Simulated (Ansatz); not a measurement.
# Structural relaxation of a frame of liquid 1,3,5-triphenylbenzene from 473 K (126 atoms)

Aim: bring a frame of liquid 1,3,5-triphenylbenzene from 473 K (126 atoms) to a nearby minimum of the energy and see what moves.

Method: Kohn-Sham DFT, RPBE+D3(BJ), PAW (set soft_2), plane waves, in Ansatz 0.2.0.

**1. The structure**

The cell holds 126 atoms: 72 C and 54 H. Cell: a = 11.401 Å, b = 11.401 Å, c = 11.401 Å, α = 90.0°, β = 90.0°, γ = 90.0°. 3 1,3,5-triphenylbenzene placed at random, at 1.03 g/cm³; overlaps pushed apart, then 10 ps at 573 K with MMFF94 bonds, angles, torsions, charges and radii (Halgren, J. Comput. Chem. 17, 490 (1996)) in harmonic and 12-6 forms. Snapshot after 20 ps at 473 K and fixed volume.

What the set-up can't give: The network of contacts between molecules at the start is that of the classical potential that made the cell. The Brillouin zone is sampled at Γ only, in a cell whose shortest periodic width is 11 Å.

**2. Single point at the start**

A single point comes first, to see the forces before anything moves.

The input, input.yaml:

```yaml
crystal:
  lattice:
    - [11.40104, 0.0, 0.0]
    - [0.0, 11.40104, 0.0]
    - [0.0, 0.0, 11.40104]
  atoms:
    - { symbol: C, position: [0.94218, 0.3243, 0.18666] }
    - { symbol: C, position: [0.93082, 0.28107, 0.07594] }
    - { symbol: C, position: [0.95306, 0.34381, 0.98017] }
    - { symbol: C, position: [0.98294, 0.46042, 0.98383] }
    - { symbol: C, position: [0.00706, 0.50601, 0.09745] }
    - { symbol: C, position: [0.98268, 0.44352, 0.2] }
    - { symbol: C, position: [0.01376, 0.49063, 0.314] }
    - { symbol: C, position: [0.94862, 0.48777, 0.4152] }
    - { symbol: C, position: [0.97888, 0.53912, 0.52] }
    - { symbol: C, position: [0.90089, 0.52144, 0.6217] }
    - { symbol: C, position: [0.85472, 0.41283, 0.6425] }
    - { symbol: C, position: [0.77243, 0.40075, 0.7287] }
    - { symbol: C, position: [0.73464, 0.49291, 0.80115] }
    - { symbol: C, position: [0.79281, 0.59842, 0.78314] }
    - { symbol: C, position: [0.87642, 0.61668, 0.69581] }
    - { symbol: C, position: [0.0855, 0.59676, 0.52778] }
    - { symbol: C, position: [0.15538, 0.60462, 0.43246] }
    - { symbol: C, position: [0.243, 0.69103, 0.43333] }
    - { symbol: C, position: [0.26496, 0.76001, 0.33079] }
    - { symbol: C, position: [0.34403, 0.85217, 0.3367] }
    - { symbol: C, position: [0.40764, 0.88148, 0.44168] }
    - { symbol: C, position: [0.38429, 0.82119, 0.53848] }
    - { symbol: C, position: [0.30492, 0.71904, 0.53584] }
    - { symbol: C, position: [0.11632, 0.55466, 0.33048] }
    - { symbol: H, position: [0.93049, 0.27087, 0.26307] }
    - { symbol: H, position: [0.90212, 0.19015, 0.06754] }
    - { symbol: H, position: [0.95648, 0.29519, 0.89971] }
    - { symbol: H, position: [0.00505, 0.51033, 0.909] }
    - { symbol: H, position: [0.04892, 0.59487, 0.09777] }
    - { symbol: H, position: [0.86385, 0.44924, 0.40559] }
    - { symbol: H, position: [0.84692, 0.35566, 0.57423] }
    - { symbol: H, position: [0.73094, 0.31719, 0.74066] }
    [... 88 atom lines left out ...]
    - { symbol: H, position: [0.33991, 0.28466, 0.50959] }
    - { symbol: H, position: [0.15089, 0.25832, 0.60227] }
    - { symbol: H, position: [0.97769, 0.16567, 0.48722] }
    - { symbol: H, position: [0.01254, 0.1063, 0.30034] }
    - { symbol: H, position: [0.20082, 0.13612, 0.18727] }
    - { symbol: H, position: [0.40341, 0.4202, 0.38446] }
kpoints:
  mp_grid: { grid: [1, 1, 1] }
hamiltonian:
  xc: rpbe
  dispersion: d3bj
scf:
  occupations: { method: fermi_dirac, width: 0.05 }
output:
  forces: true
  stress: true
  populations: true
  dos:
    method: { smearing: { sigma: 0.15 } }
    de: 0.1
    projected: { site_lists: { C: [C], H: [H] } }
  eigenvalues: true
```

Launch:

```bash
$ ansatz run input.yaml --threads 4 --pin off --max-ram 8192MiB --backend cpu --events-out ev --progress --plain --runs-dir out
```

Numbers of over 12 decimals in the logs are rounded to 6 here.

The log of the run:

```text
Engine: ansatz 0.2.0, x86_64-unknown-linux-gnu
Pseudopotentials: kind: paw
Pseudopotential: C, paw, valence charge 4, recommended cutoff 420 eV (normal), C.paw.azcp
Pseudopotential: H, paw, valence charge 1, recommended cutoff 420 eV (normal), H.paw.azcp
[... 5 lines on functional and potentials left out ...]
Crystal: 126 atoms, lattice volume = 1481.950 Å³
Basis set: ecut = 420 eV, 28887 PW (Γ), exchange–correlation on 160×160×160 points (8 copies of the dense FFT grid, shifted against one another)
Bands: 297, of which v1, the nominal top of the filled ones, is band 171 counted from 1 (170 counted from 0)
Symmetry: 1 space group operations
Space group: P1 (ITA 1), of the structure as read, at distance tolerance 1.1e-4 Å
k-points: 1
[... 6 lines on functional and potentials left out ...]
Initial density: superposition of atomic densities (neutral atoms: chi_scale 0, normalization atom), corrected by the library's trained network
Initial wavefunctions: pseudopotential atomic-orbital guess
Functional: x = rpbe, c = pbe(β = 0.066725)
SCF iter   1: F=—  HF=-19046.470320 eV  |F-HF|=—  |Δ(HF+E_count)|=         —  Δρ=4.79e-3  dr2=2.88e-1  ethr=1.77e-3  ⟨swp⟩=6.0  Hψ=1364  notcnv=0  defer=65
preconditioner: auto → Resta (q_TF=auto, 2.137 Å⁻¹)  ε∞=2.4  [insulator: Δε(μ)=3.283 eV  Ē_g=14.866 eV  σ=0.050 eV  W_gap=1.00  n_scr=250 (ndim 8)  ℏωp=17.8 eV  f_vac=0.258  D(μ)=0.00/eV (n_scr^D=0)  ε∞_Penn≈2.4]
SCF iter   2: F=—  HF=-19046.464922 eV  |F-HF|=—  |Δ(HF+E_count)|=   5.40e-3  Δρ=2.47e-3  dr2=7.32e-2  ethr=8.42e-5  ⟨swp⟩=2.0  Hψ=513  notcnv=0  defer=116
SCF iter   3: F=—  HF=-19046.472488 eV  |F-HF|=—  |Δ(HF+E_count)|=   7.57e-3  Δρ=9.37e-4  dr2=1.74e-2  ethr=2.14e-5  ⟨swp⟩=2.0  Hψ=292  notcnv=0  defer=116
SCF iter   4: F=—  HF=-19046.468217 eV  |F-HF|=—  |Δ(HF+E_count)|=   4.27e-3  Δρ=2.20e-4  dr2=7.77e-4  ethr=5.07e-6  ⟨swp⟩=2.0  Hψ=327  notcnv=0  defer=116
SCF iter   5: F=—  HF=-19046.467627 eV  |F-HF|=—  |Δ(HF+E_count)|=   5.90e-4  Δρ=9.21e-5  dr2=1.75e-4  ethr=2.27e-7  ⟨swp⟩=2.0  Hψ=336  notcnv=0  defer=116
SCF iter   6: F=—  HF=-19046.467567 eV  |F-HF|=—  |Δ(HF+E_count)|=   5.98e-5  Δρ=2.82e-5  dr2=1.56e-5  ethr=5.11e-8  ⟨swp⟩=2.0  Hψ=336  notcnv=0  defer=116
SCF iter   7: F=—  HF=-19046.467663 eV  |F-HF|=—  |Δ(HF+E_count)|=   9.58e-5  Δρ=1.17e-5  dr2=3.82e-6  ethr=4.57e-9  ⟨swp⟩=2.0  Hψ=450  notcnv=0  defer=121
SCF iter   8: F=—  HF=-19046.467661 eV  |F-HF|=—  |Δ(HF+E_count)|=   1.97e-6  Δρ=3.44e-6  dr2=3.11e-7  ethr=1.12e-9  ⟨swp⟩=2.0  Hψ=327  notcnv=0  defer=121
SCF iter   9: F=-19046.467660 eV  HF=-19046.467660 eV  |F-HF|=9.82e-8  |Δ(HF+E_count)|=   1.45e-7  Δρ=1.89e-6  dr2=8.67e-8  ethr=2.92e-11  ⟨swp⟩=17.0  Hψ=2068  notcnv=0
SCF 1 converged in 9 iterations: F = -19046.467660 eV  dr2 = 8.67e-8
  greatest PAW one-centre occupation: 0.706 electrons in one spin orbital (limit 2), on the C atom at site 51 (counted from 0), in its partial waves of l = 0
SCF converged after 9 iterations
Free energy (F): -19046.467660 eV
Harris-Foulkes:  -19046.467660 eV  (|F-HF|=9.82e-8)
Internal energy: -19046.467660 eV  (E = F + TS)
E sigma→0 (E₀):  -19046.467660 eV
Fermi energy:    1.530956 eV
--- Per-component energies (eV) ---
  E_band       = -2403.025913
  E_kinetic    = 7313.733778
  E_local      = -24151.966956  (includes V_loc(G=0)·N_el)
  E_nonlocal   = 2036.993657
  E_hartree    = 8907.933319
  E_xc         = -3964.290431
  E_vxc        = -4915.063753  (∫ρ·V_xc dr)
  E_paw        = -7268.977594  (= ΣΔE_a)
  E_vpaw       = -502.510320  (= ΣTr[D̂ρ^β])
  E_aug_tail   = -0.075285  (compensation charges beyond the density's cutoff)
  E_ewald      = -1891.938665
  E_disp       = -26.812846  (pairwise vdW)
  E_core_change = -1.066638  (= ΣΔE_core)
  E_smearing   = -0.000000  (= −TS)
  E_closure    = 0.000000  (closes the sum)
  Σ components = -19046.467660   (vs F -19046.467660, Δ=0.00e0)
--- Forces (eV/Å), atoms counted from 1 ---
  atom   1  C      0.45137836     2.46593248     0.97942178
  atom   2  C     -0.97762366    -2.77664700     1.99846535
  atom   3  C      0.32990957     0.68621922    -3.00408506
  atom   4  C      0.91172766     0.04786556     2.37510989
  atom   5  C      0.01130768     1.22853245    -1.25619544
  atom   6  C     -0.09714084    -1.49920554    -0.51860220
  atom   7  C      1.00983850     1.13115895     1.15317674
  atom   8  C     -1.86303827    -1.27931813    -0.50080428
  atom   9  C     -0.03697342    -0.63418679     0.69694177
  atom  10  C      1.49548930     2.10575182    -0.42880982
  atom  11  C     -1.14090164     1.33450001     0.96663488
  atom  12  C     -1.32364637    -0.26438191     1.61290085
  atom  13  C      1.31736559    -0.63014578    -1.39703318
  atom  14  C     -0.83688152     2.28634963     1.66101156
[...]
atom 125  H     -0.17344486     0.03945920    -0.80387514
  atom 126  H      0.03008997     0.20208010     0.30641169
  max |Σ_I F_I| component: 7.79e-5 eV/Å
--- Stress (GPa, compression-positive) ---
        2.762138       0.155794      -1.723368
        0.155792       4.198793      -0.253130
       -1.723367      -0.253131       3.887390
  P = ⅓ Tr σ = 3.6161 GPa (36.161 kbar)
--- Band table (eV) ---
  k-point 0: bands = ["-17.0020", "-16.9681", "-16.9524", "-16.5636", [... 281 levels ...], "10.7693", "10.8205", "10.8422", "10.9167", "10.9339", "11.0009", "11.0138", "11.1072", "11.1545", "11.1609", "11.1838", "11.2104"]
--- Löwdin populations: 126 sites ---
  site symbol       q [e]
     0      C      4.1227
     1      C      4.1194
     2      C      4.1209
[...]
125      H      0.8105
  spilling = 0.012898 (of n_electrons = 342.000000)
```

Run time: 13 s. Hardware: 4 threads of Intel Xeon Platinum 8175M at 2.50GHz (Skylake/Cascade Lake), shared host; peak memory 1.6 GiB; 49 s of CPU time.

Reading the cycles: dr2 is the Hartree energy of the density residual (eV), the measure of convergence; HF is the Harris–Foulkes estimate of the energy, which meets the free energy F at convergence.

The run gave:

* free energy: -19046.4677 eV
* free energy per atom: -151.1624 eV/atom
* SCF cycles: 9
* pressure: 3.616 GPa
* r.m.s. force component: 1.242 eV/Å
* longest force: 4.771 eV/Å
* Fermi energy: 1.531 eV
* gap (highest filled to lowest empty level): 3.223 eV
* spilling of the projection: 0.0129

The r.m.s. force component of 1.2 eV/Å and the pressure of 3.6 GPa set the starting point.

Length of the force by element:

```csv
element,coordination,atoms,mean length of the force (eV/Å),spread,least,most
C,all,72,2.33,1.13,0.263,4.77
H,all,54,1.16,0.729,0.233,3.25
```

(Continued in part 2 of 3.)

[Logs are printed without paths, hosts, clocks, repeated set-up lines and the standing remarks that a program may print on its own settings, such as how far it seeks lower states.]

[Hosts, paths, dates, database ids (printed as entryN), source tags and the programs' standing remarks are cut or masked in the printed files.]

[The MMFF94 radii named for the starting cell were scaled by 0.96; in molecules described by MMFF94, hydrogen bound to N, O or S took a small fixed 12-6 site in their place.]
